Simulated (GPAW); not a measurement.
Consider SnO2 (R-3m).

```cif
data_structure
_symmetry_space_group_name_H-M 'P 1'
_symmetry_Int_Tables_number 1
_cell_length_a 5.1510
_cell_length_b 5.1510
_cell_length_c 5.1510
_cell_angle_alpha 36.594
_cell_angle_beta 36.594
_cell_angle_gamma 36.594
_cell_volume 43.49
loop_
_atom_site_label
_atom_site_type_symbol
_atom_site_fract_x
_atom_site_fract_y
_atom_site_fract_z
_atom_site_occupancy
Sn1 Sn 0.50000 0.50000 0.50000 1
O2 O 0.76283 0.76283 0.76283 1
O3 O 0.23717 0.23717 0.23717 1
```

Absorber: atom 1, with 6 O at 2.13 Å (distorted octahedral, site symmetry -3m). Method: GPAW, LDA, full core hole (charged cell), 21-atom cell with 6.9 Å between holes, 3×3×3 k points, dipole transitions, Gaussian full width 8.49 eV.

Q: What does the Sn K edge look like?

Main maxima up to 30 eV above the zero (height): 6.8 eV (1.60). A K edge sees empty p states on the absorber. 

The Sn K spectrum (energy from the lowest empty level; intensity scaled to a mean of 1 over the first 20 eV; polarised curves are means over the symmetry-equivalent atoms):

```tsv
E (eV)	isotropic	ε ⊥ c	ε ∥ c
-2.00	0.17	0.11	0.29
-1.25	0.25	0.17	0.41
-0.50	0.36	0.26	0.55
0.25	0.48	0.37	0.72
1.00	0.63	0.50	0.89
1.75	0.80	0.66	1.06
2.50	0.97	0.85	1.22
3.25	1.15	1.04	1.36
4.00	1.30	1.23	1.45
4.75	1.44	1.41	1.49
5.50	1.53	1.55	1.49
6.25	1.59	1.66	1.45
7.00	1.60	1.71	1.37
7.75	1.56	1.71	1.27
8.50	1.49	1.65	1.16
9.25	1.39	1.56	1.06
10.00	1.27	1.43	0.96
10.75	1.15	1.28	0.88
11.50	1.02	1.13	0.82
12.25	0.91	0.98	0.77
13.00	0.81	0.85	0.74
13.75	0.73	0.74	0.72
14.50	0.67	0.66	0.70
15.25	0.63	0.60	0.69
16.00	0.61	0.57	0.67
16.75	0.59	0.56	0.65
17.50	0.59	0.57	0.64
18.25	0.59	0.58	0.62
19.00	0.60	0.59	0.60
19.75	0.60	0.61	0.59
20.50	0.60	0.62	0.57
21.25	0.60	0.62	0.56
22.00	0.60	0.62	0.56
22.75	0.59	0.60	0.55
23.50	0.57	0.58	0.56
24.25	0.55	0.55	0.56
25.00	0.53	0.52	0.56
25.75	0.51	0.49	0.57
26.50	0.49	0.46	0.57
27.25	0.48	0.43	0.58
28.00	0.46	0.41	0.58
28.75	0.45	0.39	0.58
29.50	0.45	0.38	0.58
30.25	0.44	0.38	0.57
31.00	0.44	0.38	0.57
31.75	0.44	0.38	0.56
```

The script folds with a Gaussian, whereas the core hole's own line is a Lorentzian, so the onset is too steep and the first peak too high. The structure is a computed Materials Project entry and may be a hypothetical form.

[Banner, clock and machine lines of the logs are left out without a mark of their own.]

[Logs are printed without paths, hosts, clocks, repeated set-up lines and the standing remarks that a program may print on its own settings, such as how far it seeks lower states.]

[Hosts, paths, dates, database ids (printed as entryN), source tags and the programs' standing remarks are cut or masked in the printed files.]

[Lists of maxima count a maximum above −3 eV only where it reaches 4 % of the highest in the window and stands out from its surroundings by 2 % of it (1.5 % where it reaches 55 %); shoulders and weaker maxima are passed over, and of the rest the first, up to two pre-edge ones and the few strongest are named.]
